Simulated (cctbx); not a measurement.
## What is wrong with this refinement?

Cell a = 4.3330 Å, b = 4.3330 Å, c = 11.0580 Å, α = 90.00°, β = 90.00°, γ = 90.00°; space group I4/mmm (no. 139). The compound is PrFe2Sn2.

Simulated single-crystal data (cctbx): synchrotron X-rays, λ = 0.7749 Å, to d = 0.77 Å, 70 % of the full sphere, strongest reflection 70000 counts, noise from counting, a 2 % proportional error and a noise floor of 15 counts (s.d.); no absorption.

An anisotropic refinement with weights 1/σ² prints:

```text
Rint 0.017, 93 unique reflections to 0.77 A
cycle     R1     wR2    GooF  max shift (A)
   1  0.0170  0.0458   4.143   0.00002
   2  0.0068  0.0153   1.386   0.00000
final R1 0.0068 wR2 0.0153 GooF 1.386  parameters 7  data/parameter 13.3
atom        x        y        z      Ueq    occ   su(xyz)  su(Uiso or U11)
Pr1    0.00000  0.00000  0.00000   0.0025  1.000  0.00000  0.0001
Sn1    0.50000  0.50000  0.13118   0.0049  1.000  0.00002  0.0001
Fe1    0.50000  0.00000  0.25000   0.0029  1.000  0.00000  0.0002
difference map: max 0.78 min -0.60 rms 0.12
Q1    0.0000  0.0000  0.4570    4    0.80  0.98 A from Sn1
Q2    0.0000  0.5000  0.2165    8    0.44  0.37 A from Fe1
Q3    0.0000  0.0000  0.1959    4    0.34  1.91 A from Sn1
Q4    0.1493  0.1493  0.3468   16    0.30  0.95 A from Sn1
Q5    0.0000  0.1236  0.0000    8    0.29  0.54 A from Pr1
Q6    0.2190  0.2190  0.2038   16    0.24  1.63 A from Fe1
```

**Question.** Can this result stand? If not, what is the likely fault?

Mend it. The fault: anomalous dispersion left out. Against the right model at the same level, R1 goes from 0.0047 to 0.0068 and GooF from 0.86 to 1.39 and U of Fe1 shrinks from 0.0049 to 0.0029 Å². No atom is wrong: without f′ and f″ the atoms near an edge get the wrong scattering power, which U and the scale absorb. The signs are weak, and the output alone doesn't single this fault out.

The compound is PrFe2Sn2. The right model at the same level gives:

```text
Rint 0.017, 93 unique reflections to 0.77 A
cycle     R1     wR2    GooF  max shift (A)
   1  0.0072  0.0159   1.441   0.00001
   2  0.0047  0.0095   0.863   0.00000
final R1 0.0047 wR2 0.0095 GooF 0.863  parameters 7  data/parameter 13.3
atom        x        y        z      Ueq    occ   su(xyz)  su(Uiso or U11)
Pr1    0.00000  0.00000  0.00000   0.0026  1.000  0.00000  0.0001
Sn1    0.50000  0.50000  0.13118   0.0041  1.000  0.00001  0.0001
Fe1    0.50000  0.00000  0.25000   0.0049  1.000  0.00000  0.0001
difference map: max 0.48 min -0.33 rms 0.08
Q1    0.0000  0.0000  0.1857    4    0.48  2.03 A from Sn1
Q2    0.0000  0.0000  0.4456    4    0.36  0.85 A from Sn1
Q3    0.1420  0.1420  0.3488   16    0.28  0.90 A from Sn1
Q4    0.0000  0.2670  0.1925   16    0.21  1.19 A from Fe1
Q5    0.0000  0.2210  0.4613   16    0.20  1.40 A from Sn1
Q6    0.0930  0.0930  0.2656   16    0.19  1.28 A from Sn1
```

The model is made up (kin elements in a known structure type, no relaxation), so it says nothing on whether the phase exists.

[Middle refinement cycles are left out of these outputs.]

[Logs are printed without paths, hosts, clocks, repeated set-up lines and the standing remarks that a program may print on its own settings, such as how far it seeks lower states.]
